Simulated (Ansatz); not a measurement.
# Cl on Mg(0001): change of the work function, part 3 of 3

How does Cl on the fcc site change the work function of Mg(0001) as the layer fills?

Ansatz 0.2.0; plane-wave DFT, PBE, Ansatz PAW.

So far, work function, upper face (eV): step 2 (the clean slab) 3.79; step 3 (17 atoms, coverage 0.25 ML, cell 2x2) 4.10.

### Step 4. Adsorbate added, k-mesh 12×12×1, coverage 1 ML

System of this step: Cl/Mg(0001). The cell holds 5 atoms: 4 Mg and 1 Cl. Cell: a = 3.210 Å, b = 3.210 Å, c = 27.530 Å, α = 90.0°, β = 90.0°, γ = 60.0°. Vacuum lies along c.

Another coverage, to see how the dipoles act on each other as their distance changes.

File input.yaml:

```yaml
crystal:
  lattice:
    - [3.21, 0.0, 0.0]
    - [1.605, 2.7799415461, 0.0]
    - [0.0, 0.0, 27.5304501842]
  atoms:
    - { symbol: Mg, position: [0.6666666667, 0.6666666667, 0.3269107457] }
    - { symbol: Mg, position: [0.0, 0.0, 0.4215884565] }
    - { symbol: Mg, position: [0.6666666667, 0.6666666667, 0.5164513239] }
    - { symbol: Mg, position: [0.0, 0.0, 0.6119858786] }
    - { symbol: Cl, position: [0.3333333333, 0.3333333333, 0.6730892543] }
kpoints:
  mp_grid: { grid: [12, 12, 1] }
hamiltonian:
  xc: pbe
scf:
  occupations: { method: fermi_dirac, width: 0.1 }
  convergence: { dr2_threshold: 1.0e-08 }
efield:
  axis: 3
  dipole_correction: true
  ramp_position: 0.97
  ramp_width: 0.06
relax:
  f_tol: 0.02
  max_steps: 60
  constraints: [{ sites: [0, 1] }]
output:
  write_potential: true
  write_density: true
  volumetric_format: npy
```

Command:

```
ansatz run input.yaml --threads 2 --pin off --max-ram 3072MiB --backend cpu --events-out ev --progress --plain --runs-dir out
```

Numbers of over 12 decimals in the logs are rounded to 6 here.

The log of the run:

```text
[...]
Crystal: 5 atoms, lattice volume = 245.671 Å³
Basis set: ecut = 420 eV, 4869 PW (Γ), exchange–correlation on 48×48×384 points (8 copies of the dense FFT grid, shifted against one another)
Bands: 29, of which v1, the nominal top of the filled ones, is band 24 counted from 1 (23 counted from 0)
Symmetry: 6 space group operations
[...]
k-points: 19 of 144 (time reversal used)
[...]
SCF iter   1: F=—  HF=-8776.487847 eV  |F-HF|=—  |Δ(HF+E_count)|=         —  Δρ=2.26e-3  dr2=5.84e-1  ethr=1.77e-3  p=-0.122 e·Å  D=-9.00e-2 V/Å  ΔV_dip=2.48 eV  dr2_dipole=3.24e-1  V_vac-E_F(+/−)=6.17/3.69 eV  ⟨swp⟩=10.4  Hψ=3110  notcnv=0
[...]
SCF iter   8: F=-8776.455592 eV  HF=-8776.455592 eV  |F-HF|=4.86e-9  |Δ(HF+E_count)|=   1.79e-8  Δρ=5.44e-7  dr2=9.35e-10  ethr=2.13e-11  p=-0.084 e·Å  D=-6.22e-2 V/Å  ΔV_dip=1.71 eV  dr2_dipole=1.08e-12  V_vac-E_F(+/−)=5.45/3.74 eV  ⟨swp⟩=9.5  Hψ=3270  notcnv=0
SCF 1 converged in 8 iterations: F = -8776.455592 eV  dr2 = 9.35e-10
[...]
relax step   1: F+E_penalty+E_count = -8776.45559209 eV  Δ(F+E_penalty+E_count) = +0.000e0 eV  max|allowed force component| = 8.469e-1 eV/Å  Δτ_max = 0.0000 Å  (8 SCF iters, accepted)
[...]
SCF iter   8: F=-8776.509709 eV  HF=-8776.509709 eV  |F-HF|=1.80e-9  |Δ(HF+E_count)|=   4.23e-8  Δρ=7.61e-7  dr2=1.68e-9  ethr=2.13e-11  p=-0.061 e·Å  D=-4.51e-2 V/Å  ΔV_dip=1.24 eV  dr2_dipole=1.96e-11  V_vac-E_F(+/−)=5.00/3.76 eV  ⟨swp⟩=9.4  Hψ=3273  notcnv=0
SCF 2 converged in 8 iterations: F = -8776.509709 eV  dr2 = 1.68e-9
relax step   2: F+E_penalty+E_count = -8776.50970943 eV  Δ(F+E_penalty+E_count) = -5.412e-2 eV  max|allowed force component| = 1.926e-1 eV/Å  Δτ_max = 0.1964 Å  (8 SCF iters, accepted)
SCF iter   1: F=—  HF=-8776.512735 eV  |F-HF|=—  |Δ(HF+E_count)|=         —  Δρ=5.29e-4  dr2=9.03e-3  ethr=3.89e-5  p=-0.061 e·Å  D=-4.51e-2 V/Å  ΔV_dip=1.24 eV  dr2_dipole=4.32e-3  V_vac-E_F(+/−)=5.00/3.75 eV  ⟨swp⟩=3.2  Hψ=1207  notcnv=0
[...]
SCF iter   7: F=-8776.511767 eV  HF=-8776.511767 eV  |F-HF|=1.18e-9  |Δ(HF+E_count)|=   3.22e-8  Δρ=6.78e-7  dr2=1.90e-9  ethr=2.13e-11  p=-0.055 e·Å  D=-4.04e-2 V/Å  ΔV_dip=1.11 eV  dr2_dipole=3.44e-11  V_vac-E_F(+/−)=4.87/3.76 eV  ⟨swp⟩=9.4  Hψ=3214  notcnv=0
SCF 3 converged in 7 iterations: F = -8776.511767 eV  dr2 = 1.90e-9
relax step   3: F+E_penalty+E_count = -8776.51176663 eV  Δ(F+E_penalty+E_count) = -2.057e-3 eV  max|allowed force component| = 1.765e-2 eV/Å  Δτ_max = 0.0177 Å  (7 SCF iters, accepted)
[...]
SCF converged after 7 iterations
Free energy (F): -8776.511767 eV
[...]
Internal energy: -8776.461129 eV  (E = F + TS)
E sigma→0 (E₀):  -8776.486448 eV
Entropy (-TS):   -0.050638 eV (-10.128 meV/atom)
Fermi energy:    0.241008 eV
Dipole field:    D = -0.040418 V/Å  (p = -0.054874 e·Å, saw-weighted, corrected)
Work function:   Φ+ = 4.8726 eV   Φ− = 3.7598 eV
[...]
--- Forces (eV/Å), atoms counted from 1 ---
  atom   1  Mg    -0.00000000    -0.00000000    -0.01560723
  atom   2  Mg     0.00000000     0.00000000     0.01610356
  atom   3  Mg    -0.00000000    -0.00000000     0.01093605
  atom   4  Mg     0.00000000     0.00000000    -0.01764767
  atom   5  Cl    -0.00000000    -0.00000000     0.00622194
  max |Σ_I F_I| component: 6.64e-6 eV/Å
--- Band table (eV; the first three rows and the last of 19) ---
  k-point 0: bands = [... 20 lower, -3.3343, -2.2366, -2.2366, -1.3679, 1.0803, 3.1154, 4.1355, 4.8082, ... 1 higher]
  k-point 1: bands = [... 20 lower, -3.2236, -2.6081, -2.3094, -1.2405, 1.2075, 3.2506, 4.2787, 4.9322, ... 1 higher]
  k-point 2: bands = [... 20 lower, -3.5249, -2.8395, -2.4990, -0.8779, 1.5649, 3.6252, 4.6792, 5.2534, ... 1 higher]
  k-point 18: bands = [... 20 lower, -0.0575, -0.0370, 0.0109, 0.6643, 0.8961, 0.9486, 2.4518, 2.5415, ... 1 higher]
--- Relaxed structure (3 steps of the walk, 3 accepted, 0 SCFs on fresh bases) ---
  F+E_penalty+E_count = -8776.51176663 eV   max|allowed force component| = 1.765e-2 eV/Å
  atoms:
    - { symbol: Mg, position: [0.666667, 0.666667, 0.3269107457] }
    - { symbol: Mg, position: [-1.8503717077624478e-17, -1.8503717077624474e-17, 0.4215884565] }
    - { symbol: Mg, position: [0.666667, 0.666667, 0.515348] }
[...]
- { symbol: Cl, position: [0.333333, 0.333333, 0.665310] }
```

Elapsed: 25 s, on 2 threads of Arm Neoverse N1, shared host; peak memory 0.45 GiB; 49 s of CPU time.

The steps of the relaxation:

```tsv
step	energy less that of the first step (eV)	largest force component (eV/Å)
1	0.0000	0.8469
2	-0.0541	0.1926
3	-0.0562	0.0176
```

Forces are held to the 6 operations that the run works with; a distortion that breaks them can't arise in this run.

The atoms that moved most (Å):

```tsv
atom	dx	dy	dz	length
Cl5	0.000	0.000	-0.214	0.214
Mg4	0.000	0.000	-0.099	0.099
Mg3	0.000	0.000	-0.030	0.030
```

The relaxed structure:

```xyz
5
Lattice="3.2100 0.0000 0.0000 1.6050 2.7799 0.0000 0.0000 0.0000 27.5305" Properties=species:S:1:pos:R:3
Mg    3.2100    1.8533    9.0000
Mg    0.0000    0.0000   11.6065
Mg    3.2100    1.8533   14.1878
Mg    0.0000    0.0000   16.7491
Cl    1.6050    0.9266   18.3163
```

Numbers from this step:

| Quantity | Value |
| --- | --- |
| energy at zero smearing | -8776.4864 eV |
| work function, upper face | 4.873 eV |
| work function, lower face | 3.760 eV |
| dipole along the normal | -0.05487 e·Å |
| step between the vacuum levels | 1.113 eV |

Running mean over 2.60652 Å of the planar mean; the ramp of the sawtooth is left out. The electron's electrostatic potential energy less the Fermi level by z:

```tsv
z (Å)	electron's electrostatic potential energy less the Fermi level (eV)
4	3.76
5	3.75
6	3.62
7	2.60
8	-2.06
9	-3.97
10	-3.99
11	-3.99
12	-4.01
13	-4.14
14	-4.00
15	-4.16
16	-4.38
17	-6.62
18	-5.96
19	-1.40
20	3.39
21	4.82
22	4.87
23	4.87
24	4.87
```

The relaxation took 3 steps and lowered the energy by 0.056 eV; the largest force on the free atoms ends at 0.018 eV/Å.

The covered face has 4.87 eV, +1.09 eV against the clean one; the bare back face has moved by -0.03 eV, a measure of how thin the slab is.

### Step 5. Work function against coverage

This step: plane-wave DFT, PBE, Ansatz PAW; work function against coverage (Ansatz 0.2.0).

The runs are now put side by side.

This step gave:

```
work function of the clean face     : 3.787 eV
largest change of the work function : 1.085 eV
```

The work function of the covered face by coverage:

```tsv
coverage (adsorbates/nm²)	work function of the covered face (eV)
0.00	3.79
2.80	4.10
11.21	4.87
```

The dipole per adsorbate comes from the change of the cell's dipole. Coverage, by row:

```tsv
coverage (1/nm²)	coverage (ML)	work function (eV)	change (eV)	dipole per adsorbate, positive end outwards (debye)	mean height of the added atoms over the highest substrate atom (Å)
2.802	0.25	4.1	0.3128	-0.337	1.738
11.21	1	4.873	1.085	-0.265	1.567
```

### Step 6. Results

```
work function of the clean face                        : 3.79 eV
work function at 0.25 ML                               : 4.10 eV
work function at 1 ML                                  : 4.87 eV
dipole per adsorbate at 0.25 ML, positive end outwards : -0.34 D
```

In words: Cl raises the work function of Mg(0001) at the lowest coverage, by 0.31 eV: the adsorbate layer has its negative end outwards. The slab has 4 layers, at the tabulated experimental lattice constant, one starting site was run, and quantum-size effects of a slab this thin can reach one or two tenths of an eV.

[Logs are printed without paths, hosts, clocks, repeated set-up lines and the standing remarks that a program may print on its own settings, such as how far it seeks lower states.]

[Hosts, paths, dates, database ids (printed as entryN), source tags and the programs' standing remarks are cut or masked in the printed files.]

[Maps of the electrostatic potential energy from Ansatz leave out the sawtooth potential of an applied field or a dipole correction, so their vacuum need not be flat; planar profiles and work functions include it.]
